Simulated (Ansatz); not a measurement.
## TiZnSe3 (model cell, started as cubic perovskite with Ti in the octahedra): following an unstable mode

Wanted: the energy along a soft mode of TiZnSe3 (model cell, started as cubic perovskite with Ti in the octahedra) and the structure at the end.

Main program and level: Ansatz 0.2.0; DFT PBE, scalar-relativistic, plane waves, PAW; PAW set soft_1.

The structure was built from a prototype and need not be the compound's stable phase.

## 1. Set-up

It takes space group Pm-3m (No. 221, cubic). Conventional cell: a = 4.956 Å, b = 4.956 Å, c = 4.956 Å, α = 90.00°, β = 90.00°, γ = 90.00°. Nearest to Zn lie 12 Se at 3.50 Å. Nearest to Ti lie 6 Se at 2.48 Å. Nearest to Se lie 2 Ti at 2.48 Å. Farther neighbours and most contacts between anions are not listed.

## 2. Phonons on a q mesh

The cell comes from relaxations at this level that are not shown. Stability and thermal properties need the whole zone. Linear response on a 2×2×2 q mesh gives force constants as far as a supercell of that size would.

File input.yaml:

```yaml
crystal:
  lattice:
    - [4.9563954824, 0.0, 0.0]
    - [0.0, 4.9563954824, 0.0]
    - [0.0, 0.0, 4.9563954824]
  atoms:
    - { symbol: Zn, position: [0.0, 0.0, 0.0] }
    - { symbol: Ti, position: [0.5, 0.5, 0.5] }
    - { symbol: Se, position: [0.5, 0.5, 0.0] }
    - { symbol: Se, position: [0.5, 0.0, 0.5] }
    - { symbol: Se, position: [0.0, 0.5, 0.5] }
kpoints:
  mp_grid: { grid: [8, 8, 8] }
hamiltonian:
  xc: pbe
  pseudopotentials: { kind: paw, azcp: { folder: soft_1 } }
scf:
  occupations: { method: methfessel_paxton, width: 0.2 }
output:
  eigenvalues: true
phonons:
  method: dfpt
  qmesh: [2, 2, 2]
  temperatures: { t_max: 1000, t_step: 50 }
  qpath:
    path:
      - [[0.0, 0.0, 0.0], [0.0, 0.5, 0.0], [0.5, 0.5, 0.0], [0.0, 0.0, 0.0], [0.5, 0.5, 0.5], [0.0, 0.5, 0.0]]
      - [[0.5, 0.5, 0.5], [0.5, 0.5, 0.0]]
    npoints: 10
```

The run is started by

```
ansatz run input.yaml --threads 4 --pin off --max-ram 16384MiB --backend cpu --events-out ev --progress --plain --runs-dir out
```

Numbers of over 12 decimals in the logs are rounded to 6 here.

The log of the run:

```text
Engine: ansatz 0.2.0, aarch64-unknown-linux-gnu
Pseudopotentials: kind: paw
Pseudopotential: Zn, paw, valence charge 12, recommended cutoff 420 eV (normal), soft_1/Zn.paw.azcp
Pseudopotential: Ti, paw, valence charge 12, recommended cutoff 420 eV (normal), soft_1/Ti.paw.azcp
Pseudopotential: Se, paw, valence charge 16, recommended cutoff 420 eV (normal), soft_1/Se.paw.azcp
Functional definition: PBE
  parameter kappa = 0.804
  parameter beta = 0.066725
  exchange = pbe_x(kappa = kappa, mu = beta*pi^2/3)
  correlation = pbe_c(beta = beta)
Crystal: 5 atoms, lattice volume = 121.758 Å³
Basis set: ecut = 420 eV, 2373 PW (Γ), exchange–correlation on 72×72×72 points (8 copies of the dense FFT grid, shifted against one another)
Bands: 44, of which v1, the nominal top of the filled ones, is band 36 counted from 1 (35 counted from 0)
Symmetry: 48 space group operations
k-points: 35 of 512
Non-local potential: Zn, projectors of the file, l = 0: 2, l = 1: 2, l = 2: 3, l = 3: 1
Non-local potential: Ti, projectors of the file, l = 0: 3, l = 1: 2, l = 2: 3, l = 3: 1
Non-local potential: Se, projectors of the file, l = 0: 2, l = 1: 2, l = 2: 3, l = 3: 1
PAW form: soft (Blöchl's): semilocal exchange-correlation on the pseudo side does not see the compensation charge
PAW one-centre angular grid: Zn, 590 points (default); XC on 64 Gauss nodes
PAW one-centre angular grid: Ti, 590 points (default); XC on 64 Gauss nodes
PAW one-centre angular grid: Se, 590 points (default); XC on 64 Gauss nodes
Initial density: superposition of atomic densities (chi_scale 0.1, normalization cell, long waves kept (reshape's long-wave potential 0.00 eV rms))
Initial wavefunctions: pseudopotential atomic-orbital guess
Functional: x = pbe(κ = 0.804, μ = 0.219515), c = pbe(β = 0.066725)
SCF iter   1: F=—  HF=-22231.935844 eV  |F-HF|=—  |Δ(HF+E_count)|=         —  Δρ=1.76e-1  dr2=7.24e1  ethr=3.10e-3  ⟨swp⟩=5.9  Hψ=5405  notcnv=0
preconditioner: auto → LDOS  [metal: Δε(μ)=0.051 eV  Ē_g=7.949 eV  σ=0.200 eV  W_gap=0.21  n_scr=26 (ndim 8)  ℏωp=19.6 eV  f_vac=0.011  D(μ)=4.63/eV (n_scr^D=32)  β→1.0]
SCF iter   2: F=—  HF=-22228.384699 eV  |F-HF|=—  |Δ(HF+E_count)|=    3.55e0  S|Δr|=    0.00e0  Δρ=7.20e-2  dr2=4.29e0  ethr=3.10e-3  ⟨swp⟩=3.0  Hψ=3275  notcnv=0  defer=21
SCF iter   3: F=—  HF=-22227.731808 eV  |F-HF|=—  |Δ(HF+E_count)|=   6.53e-1  S|Δr|=    0.00e0  Δρ=4.41e-2  dr2=2.46e0  ethr=3.10e-3  ⟨swp⟩=3.1  Hψ=3023  notcnv=0  defer=67
SCF iter   4: F=—  HF=-22227.177110 eV  |F-HF|=—  |Δ(HF+E_count)|=   5.55e-1  S|Δr|=    0.00e0  Δρ=1.25e-2  dr2=3.16e-1  ethr=3.10e-3  ⟨swp⟩=2.0  Hψ=2517  notcnv=0  defer=73
SCF iter   5: F=—  HF=-22227.141302 eV  |F-HF|=—  |Δ(HF+E_count)|=   3.58e-2  S|Δr|=    0.00e0  Δρ=1.93e-3  dr2=8.38e-3  ethr=4.39e-4  ⟨swp⟩=2.0  Hψ=1979  notcnv=0  defer=67
SCF iter   6: F=—  HF=-22227.140867 eV  |F-HF|=—  |Δ(HF+E_count)|=   4.35e-4  S|Δr|=    0.00e0  Δρ=5.47e-4  dr2=2.49e-4  ethr=1.16e-5  ⟨swp⟩=2.5  Hψ=2453  notcnv=0  defer=67
SCF iter   7: F=—  HF=-22227.140846 eV  |F-HF|=—  |Δ(HF+E_count)|=   2.16e-5  S|Δr|=    0.00e0  Δρ=1.70e-4  dr2=5.70e-5  ethr=3.46e-7  ⟨swp⟩=2.0  Hψ=2698  notcnv=0  defer=67
SCF iter   8: F=—  HF=-22227.140834 eV  |F-HF|=—  |Δ(HF+E_count)|=   1.21e-5  S|Δr|=    0.00e0  Δρ=5.07e-5  dr2=5.28e-6  ethr=7.92e-8  ⟨swp⟩=2.0  Hψ=2695  notcnv=0  defer=67
SCF iter   9: F=—  HF=-22227.140831 eV  |F-HF|=—  |Δ(HF+E_count)|=   2.34e-6  S|Δr|=    0.00e0  Δρ=1.07e-5  dr2=2.89e-7  ethr=7.33e-9  ⟨swp⟩=1.5  Hψ=1502  notcnv=0  defer=67
SCF iter  10: F=—  HF=-22227.140831 eV  |F-HF|=—  |Δ(HF+E_count)|=   1.03e-8  S|Δr|=    0.00e0  Δρ=2.85e-6  dr2=1.40e-8  ethr=4.01e-10  ⟨swp⟩=2.0  Hψ=1736  notcnv=0  defer=67
SCF iter  11: F=—  HF=-22227.140831 eV  |F-HF|=—  |Δ(HF+E_count)|=   2.73e-9  S|Δr|=    0.00e0  Δρ=8.39e-7  dr2=1.22e-9  ethr=1.94e-11  ⟨swp⟩=2.0  Hψ=1949  notcnv=0  defer=67
SCF iter  12: F=—  HF=-22227.140831 eV  |F-HF|=—  |Δ(HF+E_count)|=  1.31e-10  S|Δr|=    0.00e0  Δρ=2.15e-7  dr2=7.71e-11  ethr=1.69e-12  ⟨swp⟩=2.1  Hψ=2095  notcnv=0  defer=67
SCF iter  13: F=-22227.140831 eV  HF=-22227.140831 eV  |F-HF|=0.00e0  |Δ(HF+E_count)|=  3.64e-12  S|Δr|=    0.00e0  Δρ=2.53e-8  dr2=9.39e-13  ethr=1.00e-12  ⟨swp⟩=10.5  Hψ=7377  notcnv=0
SCF 1 converged in 13 iterations: F = -22227.140831 eV  dr2 = 9.39e-13
  greatest PAW one-centre occupation: 1.000 electrons in one spin orbital (limit 2), on the Se atom at site 4 (counted from 0), in its partial waves of l = 2
Initial density: read from a saved state, or passed on in memory by an earlier SCF of this step, an earlier step, the calling program or the single point that the run made first
iter 1 solved again at ethr=8.78e-8 eV; its pass at ethr=3.10e-3 eV (dr2=6.32e-5 eV) is discarded
SCF iter   1: F=—  HF=-22227.140833 eV  |F-HF|=—  |Δ(HF+E_count)|=         —  Δρ=2.98e-7  dr2=1.69e-10  ethr=8.78e-8  ⟨swp⟩=3.0  Hψ=9462  notcnv=0
eigensolver tolerance schedule: the retry pair's looser diagonalisation over-reported the residual by 374626.69 of it (diagonalisation noise at an unbounded share of the residual, at the tolerance the schedule requests for it); recorded, not acted on — ethr = c·dr2/N_el stays at c = 1.0e-1
preconditioner: auto → LDOS  [metal: Δε(μ)=0.066 eV  Ē_g=7.852 eV  σ=0.200 eV  W_gap=0.28  n_scr=26 (ndim 8)  ℏωp=19.6 eV  f_vac=0.022  D(μ)=3.62/eV (n_scr^D=26)  β→1.0]
SCF iter   2: F=—  HF=-22227.140831 eV  |F-HF|=—  |Δ(HF+E_count)|=   1.53e-6  S|Δr|=    0.00e0  Δρ=4.26e-7  dr2=2.15e-10  ethr=1.00e-12  ⟨swp⟩=3.2  Hψ=3933  notcnv=0
SCF iter   3: F=—  HF=-22227.140831 eV  |F-HF|=—  |Δ(HF+E_count)|=  1.38e-10  S|Δr|=    0.00e0  Δρ=1.63e-7  dr2=5.19e-11  ethr=1.00e-12  ⟨swp⟩=3.0  Hψ=2925  notcnv=0
SCF iter   4: F=—  HF=-22227.140831 eV  |F-HF|=—  |Δ(HF+E_count)|=  3.64e-12  S|Δr|=    0.00e0  Δρ=1.35e-7  dr2=2.62e-11  ethr=1.00e-12  ⟨swp⟩=1.0  Hψ=1540  notcnv=0
SCF iter   5: F=-22227.140831 eV  HF=-22227.140831 eV  |F-HF|=1.09e-11  |Δ(HF+E_count)|=  7.28e-12  S|Δr|=    0.00e0  Δρ=7.04e-8  dr2=9.39e-12  ethr=1.00e-12  ⟨swp⟩=2.1  Hψ=3588  notcnv=0
SCF 2 converged in 5 iterations: F = -22227.140831 eV  dr2 = 9.39e-12
  greatest PAW one-centre occupation: 1.000 electrons in one spin orbital (limit 2), on the Se atom at site 2 (counted from 0), in its partial waves of l = 2
phonons: the bands overlap, so this run is a metal and interpolates without the dipole-dipole term. If the crystal is really an insulator or semiconductor, its LO-TO splitting is missing
NSCF: frozen V_eff on 35 k-points
NSCF: frozen V_eff on 125 k-points
DFPT response loops at q = (0, 0, 0) (fractional): preconditioner auto → Kerker (q_TF=auto, 2.500 Å⁻¹) (partly filled bands, converged f_vac=0.022); β = 1.00, the filter's whole step (`scf.mixing.beta` (0.50) is not read by the response loops under this deck's `scf.mixing.preconditioner`; to damp them name `kerker` or `kerker_dos`, under which they read `scf.mixing.beta`, and type it under 1.00, their step now; both keys bind the ground state too); Broyden in place of MSR1
NSCF: frozen V_eff on 250 k-points
DFPT response loops at q = (0, 0, -0.5) (fractional): mixed as the last ones told, above
NSCF: frozen V_eff on 250 k-points
DFPT response loops at q = (0, -0.5, -0.5) (fractional): mixed as the last ones told, above
NSCF: frozen V_eff on 250 k-points
DFPT response loops at q = (-0.5, -0.5, -0.5) (fractional): mixed as the last ones told, above
SCF converged after 13 iterations
Stability not checked: this state was not tested for a lower state beside it, because cold or Methfessel-Paxton smearing, or corrected tetrahedra, fill the levels in a way that the test cannot read (fill_not_monotonic; see scf.lower_state_search)
Free energy (F): -22227.140831 eV
Harris-Foulkes:  -22227.140831 eV  (|F-HF|=0.00e0)
Internal energy: -22227.149335 eV  (E = F + TS)
E sigma→0 (E₀):  -22227.142957 eV
Entropy (-TS):   0.008504 eV (1.701 meV/atom)
Fermi energy:    6.944286 eV
--- Per-component energies (eV) ---
  E_band       = -1409.760446
  E_kinetic    = 754.135551
  E_local      = -11439.684366  (includes V_loc(G=0)·N_el)
  E_nonlocal   = -181.079094
  E_hartree    = 5538.714021
  E_xc         = -446.247862
  E_vxc        = -462.621076  (∫ρ·V_xc dr)
  E_paw        = -9330.036525  (= ΣΔE_a)
  E_vpaw       = -1157.938007  (= ΣTr[D̂ρ^β])
  E_aug_tail   = -0.001493  (compensation charges beyond the density's cutoff)
  E_ewald      = -7122.949566
  E_smearing   = 0.008504  (= −TS)
  E_closure    = -0.000000  (closes the sum)
  Σ components = -22227.140831   (vs F -22227.140831, Δ=0.00e0)
--- Band table (eV; the first three rows and the last of 35) ---
  k-point 0: bands = [... 32 lower, 6.2209, 6.2209, 6.8977, 6.8977, 6.8977, 7.1940, 7.1940, 7.1940, ... 4 higher]
  k-point 1: bands = [... 32 lower, 5.9228, 6.1428, 6.6703, 6.7259, 6.7259, 7.1982, 7.6822, 7.6822, ... 4 higher]
  k-point 2: bands = [... 32 lower, 5.3499, 5.9681, 6.7213, 6.7213, 6.9674, 7.2086, 8.2763, 8.2763, ... 4 higher]
  k-point 34: bands = [... 32 lower, 3.7473, 5.2714, 7.7060, 7.7060, 7.7060, 8.7582, 8.7582, 8.7582, ... 4 higher]
--- Phonons (Γ-DFPT): 4 representative perturbations + reference (Σ response iterations 13) ---
  ASR residual: 2.326e-5 → 0.000e0 eV/Å²; symmetrization residual: 1.623e-5 eV/Å²
  ASR residual per site (eV/Å²): 4.73e-6 1.45e-5 2.33e-5 2.33e-5 2.33e-5
  Γ frequencies (cm⁻¹): -143.82 -143.82 -143.82 -76.84 -76.84 -76.84 -60.41 -60.41 -60.41 0.00 0.00 0.00 194.58 194.58 194.58
--- Phonons (arbitrary-q DFPT): 4 irreducible q on the 2×2×2 mesh ---
  q = [0.0000, 0.0000, 0.0000] (star 1, of the zone-centre solve; hermiticity 4.23e-6, symmetrization 5.53e-12): -143.82 -143.82 -143.82 -76.84 -76.84 -76.84 -60.41 -60.41 -60.41 0.00 0.00 0.00 194.58 194.58 194.58
  q = [0.0000, 0.0000, -0.5000] (star 3, 9 solved perturbations in 975 linear systems a pass and spin channel, the states on 125 of 512 k-point pairs; hermiticity 2.19e-6, symmetrization 5.07e-12): -105.39 -105.39 -84.93 -64.97 -64.97 -57.70 -35.39 -35.39 -14.20 42.49 42.49 204.43 204.43 205.10 213.71
  q = [0.0000, -0.5000, -0.5000] (star 3, 9 solved perturbations in 975 linear systems a pass and spin channel, the states on 125 of 512 k-point pairs; hermiticity 2.32e-6, symmetrization 1.10e-12): -108.05 -80.47 -80.47 -67.48 -47.60 -31.80 -31.80 34.68 34.68 90.97 186.83 196.25 196.25 222.19 232.11
  q = [-0.5000, -0.5000, -0.5000] (star 1, 4 solved perturbations in 350 linear systems a pass and spin channel, the states on 125 of 512 k-point pairs; hermiticity 2.21e-6, symmetrization 2.60e-12): -113.56 -113.56 -113.56 -60.90 -60.90 -60.90 99.21 99.21 99.21 185.48 185.48 185.48 198.39 198.39 251.70
  sum rule: each row above includes the acoustic sum rule's correction from the zone centre's row sums; it moved no ω² by more than (0.29 cm⁻¹)²
  mesh force constants: q→R imaginary residual 3.55e-18; ASR residual 2.326e-5 → 0.000e0 eV/Å²; symmetrization residual 1.243e-14 eV/Å²
  interpolated dispersion: 62 rows × 15 modes
  density of states and harmonic sums: on the 14×14×14 q-mesh, interpolated from the force constants of a 2×2×2 supercell (no non-analytic term)
  largest difference from the sums on the solved wave vectors: F 2.56e-1 eV, S 3.54e-4 and C_V 1.01e-4 eV/K
  zero-point energy: 0.068135 eV/cell   skipped modes (ω ≤ 0): 870, of them read as no rigid motion or as one in doubt: 867 (7.101e0 modes/cell left out, lowest -143.82 cm⁻¹)   left out of the sums: 4.73e-1 of the cell's modes: C_V's classical limit lies that fraction below 3 k_B per atom; for a crystal, a wire or a layer, F and S can be off by more, and a phonons.interpolated_qmesh denser along its periods is the remedy for the sampling
```

Run time: 8.1 min. Hardware: 4 threads of Arm Neoverse V1, shared host; peak memory 1.9 GiB; 32 min of CPU time.

This step gave:

| Property | Result |
| --- | --- |
| volume per atom | 24.35 Å³ |
| gap on the k-mesh | 0 eV |
| sum-rule residual before enforcement | 2.33e-5 eV/Å² |
| lowest frequency on the path | -143.8 cm⁻¹ |
| point group | m-3m |
| highest frequency on the path or at a solved wavevector | 251.7 cm⁻¹ |
| highest optical mode at the zone centre (no LO-TO term) | 194.6 cm⁻¹ |
| lowest optical zone-centre mode | -143.8 cm⁻¹ |
| lowest mode on the q mesh (acoustic modes at Γ apart) | -143.8 cm⁻¹ |

Frequencies (cm⁻¹) solved at each irreducible wavevector; negative means imaginary. Frequencies by wavevector, by row:

```csv
q in reciprocal lattice units,star,mode 1,mode 2,mode 3,mode 4,mode 13,mode 14,mode 15
0 0 0,1,-143.8,-143.8,-143.8,-76.8,194.6,194.6,194.6
0 0 -0.5,3,-105.4,-105.4,-84.9,-65,204.4,205.1,213.7
0 -0.5 -0.5,3,-108,-80.5,-80.5,-67.5,196.2,222.2,232.1
-0.5 -0.5 -0.5,1,-113.6,-113.6,-113.6,-60.9,198.4,198.4,251.7
```

Interpolated from a 2×2×2 q mesh. Phonon branches along the path, in cm⁻¹:

```csv
point,branch 1,branch 2,branch 3,branch 4,branch 12,branch 13,branch 14,branch 15
Γ,-144,-144,-144,-77,0,195,195,195
halfway,-124,-124,-81,-78,124,199,199,202
X,-105,-105,-85,-65,204,204,205,214
halfway,-96,-80,-77,-76,196,205,213,223
M,-108,-80,-80,-68,196,196,222,232
halfway,-100,-91,-84,-70,125,198,205,215
Γ,-144,-144,-144,-77,0,195,195,195
halfway,-91,-87,-87,-67,128,205,205,228
R,-114,-114,-114,-61,186,198,198,252
halfway,-99,-90,-86,-72,198,200,212,237
X,-105,-105,-85,-65,204,204,205,214
jump to R,-114,-114,-114,-61,186,198,198,252
halfway,-111,-96,-96,-68,191,193,215,245
M,-108,-80,-80,-68,196,196,222,232
```

Symmetry leaves 4 wavevectors to solve. The lowest mode among them, the acoustic zeros apart, lies at Γ and is imaginary, 143.8i cm⁻¹, so the energy falls along it.

## 3. The mode frozen in, largest atomic shift 0 Å

The mode followed lies at q = (-0.5, -0.5, -0.5) with frequency 113.6i cm⁻¹ and is 3-fold degenerate, one of the unstable modes though not the softest. At small amplitude the distorted cell has space group no. 167 by a symmetry search on the positions. The undistorted cell that holds it gives the zero of energy on the same k mesh.

System of this step: TiZnSe3 (model cell, started as cubic perovskite with Ti in the octahedra). The structure is cubic, space group Pm-3m (No. 221). The conventional cell has a = 4.956 Å, b = 4.956 Å, c = 4.956 Å, α = 90.00°, β = 90.00°, γ = 90.00°. Nearest to Zn lie 12 Se at 3.50 Å. Ti has 6 Se at 2.48 Å nearest. Se has 2 Ti at 2.48 Å nearest. Farther neighbours and most contacts between anions are not listed.

input.yaml, the sections that differ from step 2:

```yaml
crystal:
  lattice:
    - [4.9563954824, 4.9563954824, 0.0]
    - [4.9563954824, 0.0, 4.9563954824]
    - [4.9563954824, 0.0, -4.9563954824]
  atoms:
    - { symbol: Zn, position: [0.0, 0.0, 0.0] }
    - { symbol: Zn, position: [0.0, 0.5, 0.5] }
    - { symbol: Ti, position: [0.5, 0.25, 0.75] }
    - { symbol: Ti, position: [0.5, 0.75, 0.25] }
    - { symbol: Se, position: [0.5, 0.0, 0.0] }
    - { symbol: Se, position: [0.5, 0.5, 0.5] }
    - { symbol: Se, position: [0.0, 0.5, 0.0] }
    - { symbol: Se, position: [0.0, 0.0, 0.5] }
    - { symbol: Se, position: [0.5, 0.0, 0.5] }
    - { symbol: Se, position: [0.5, 0.5, 0.0] }
output:
  forces: true
  stress: true
  eigenvalues: true
# kpoints, hamiltonian, scf: as in step 2
# phonons: removed
```

The log of the run:

```text
[...]
Crystal: 10 atoms, lattice volume = 243.516 Å³
Basis set: ecut = 420 eV, 4693 PW (Γ), exchange–correlation on 96×96×96 points (8 copies of the dense FFT grid, shifted against one another)
Bands: 87, of which v1, the nominal top of the filled ones, is band 72 counted from 1 (71 counted from 0)
Symmetry: 96 space group operations
[...]
k-points: 29 of 512
[...]
k-point 0: bands = [... 68 lower, 6.8860, 6.8860, 6.8860, 7.1921, 7.1921, 7.1921, 7.6903, 7.6903, ... 11 higher]
  k-point 1: bands = [... 68 lower, 6.5802, 6.7034, 6.7034, 7.4490, 7.4490, 7.5200, 7.5603, 7.5603, ... 11 higher]
  k-point 2: bands = [... 68 lower, 6.4891, 6.5047, 6.5047, 7.2326, 7.2326, 7.4148, 7.8095, 7.8095, ... 11 higher]
  k-point 28: bands = [... 68 lower, 5.7052, 5.7052, 6.7315, 6.7315, 7.3853, 7.3853, 8.3292, 8.3292, ... 11 higher]
[key lines of the parts left out:]
SCF converged after 10 iterations
Free energy (F): -44454.286024 eV
Fermi energy:    6.984099 eV
P = ⅓ Tr σ = 0.0173 GPa (0.173 kbar)
```

The job ended after 13 s (4 threads; peak memory 1.1 GiB; 51 s of CPU time).

Numbers from this step:

```yaml
pressure: 0.01729 GPa
energy_from_the_undistorted_cell: 0 meV/atom
```

The run ends at a pressure of 0.02 GPa.

## 4. The mode frozen in, largest atomic shift 0.6 Å

The atoms are moved along the unstable eigenvector, the largest shift by 0.6 Å, with the cell fixed.

input.yaml, the sections that differ from step 3:

```yaml
crystal:
  lattice:
    - [4.9563954824, 4.9563954824, 0.0]
    - [4.9563954824, 0.0, 4.9563954824]
    - [4.9563954824, 0.0, -4.9563954824]
  atoms:
    - { symbol: Zn, position: [0.0, 0.0, 0.0] }
    - { symbol: Zn, position: [0.0, 0.5, 0.5] }
    - { symbol: Ti, position: [0.5, 0.25, 0.75] }
    - { symbol: Ti, position: [0.5, 0.75, 0.25] }
    - { symbol: Se, position: [0.5855993171, 0.0, 0.0] }
    - { symbol: Se, position: [0.4144006829, 0.5, 0.5] }
    - { symbol: Se, position: [0.0, 0.4144006829, 0.0] }
    - { symbol: Se, position: [0.0, 0.0855993171, 0.5] }
    - { symbol: Se, position: [0.5855993171, -0.0855993171, 0.5] }
    - { symbol: Se, position: [0.4144006829, 0.5855993171, 0.0] }
# kpoints, hamiltonian, scf, output: as in step 3
```

The log of the run:

```text
[...]
Crystal: 10 atoms, lattice volume = 243.516 Å³
Basis set: ecut = 420 eV, 4693 PW (Γ), exchange–correlation on 96×96×96 points (8 copies of the dense FFT grid, shifted against one another)
Bands: 87, of which v1, the nominal top of the filled ones, is band 72 counted from 1 (71 counted from 0)
Symmetry: 12 space group operations
[...]
k-points: 65 of 512
[...]
k-point 0: bands = [... 68 lower, 6.7606, 6.8904, 6.8904, 7.1833, 7.2647, 7.3750, 7.3750, 7.9162, ... 11 higher]
  k-point 1: bands = [... 68 lower, 6.5815, 6.8039, 6.9673, 6.9673, 7.3106, 7.5717, 7.5717, 7.9245, ... 11 higher]
  k-point 2: bands = [... 68 lower, 6.4056, 6.4056, 6.8986, 6.8986, 7.3674, 7.8789, 7.8789, 7.8990, ... 11 higher]
  k-point 64: bands = [... 68 lower, 5.7753, 6.1443, 6.6034, 6.6133, 7.2991, 7.5620, 7.7063, 8.3728, ... 11 higher]
[key lines of the parts left out:]
SCF converged after 12 iterations
Free energy (F): -44456.883968 eV
Fermi energy:    6.998480 eV
P = ⅓ Tr σ = -4.3246 GPa (-43.246 kbar)
```

It took 32 s on 4 threads; peak memory 1.4 GiB; 2.1 min of CPU time.

Numbers from this step:

- pressure: -4.325 GPa
- energy from the undistorted cell: -259.6 meV/atom

The energy, extrapolated to zero smearing, is -259.57 meV/atom against the undistorted cell.

The run ends at a pressure of -4.32 GPa, with forces up to 1.2 eV/Å.

## 5. Energy along the mode, all amplitudes (two of the runs are shown above)

An imaginary frequency means negative curvature, so the energy should fall and then rise again as anharmonic terms take over.

Numbers from this step:

| Quantity | Value |
| --- | --- |
| depth at the lowest point sampled | 259.6 meV/atom |
| largest atomic shift at that point | 0.6 Å |

Energy from the parent against largest atomic shift:

```csv
largest atomic shift (Å),energy from the parent (meV/atom)
0.000,0
0.040,-1.65
0.080,-6.36
0.140,-18.2
0.220,-41.6
0.320,-82.5
0.450,-156
0.600,-260
```

Displacement at unit largest shift by atom:

```csv
atom,x (Å),y (Å),z (Å),size
Zn1,0.000,0.000,0.000,0.000
Zn2,0.000,0.000,0.000,0.000
Ti3,0.000,0.000,0.000,0.000
Ti4,0.000,0.000,0.000,0.000
Se5,0.707,0.707,0.000,1.000
Se6,-0.707,-0.707,0.000,1.000
Se7,-0.707,0.000,-0.707,1.000
Se8,0.707,0.000,0.707,1.000
Se9,0.000,0.707,-0.707,1.000
Se10,0.000,-0.707,0.707,1.000
```

The lowest of the steps tried is the last one, at 0.6 Å, 260 meV/atom below the parent; the bottom of the well need not coincide with a step.

[end of part 1 of 2]

[Logs are printed without paths, hosts, clocks, repeated set-up lines and the standing remarks that a program may print on its own settings, such as how far it seeks lower states.]

[Hosts, paths, dates, database ids (printed as entryN), source tags and the programs' standing remarks are cut or masked in the printed files.]
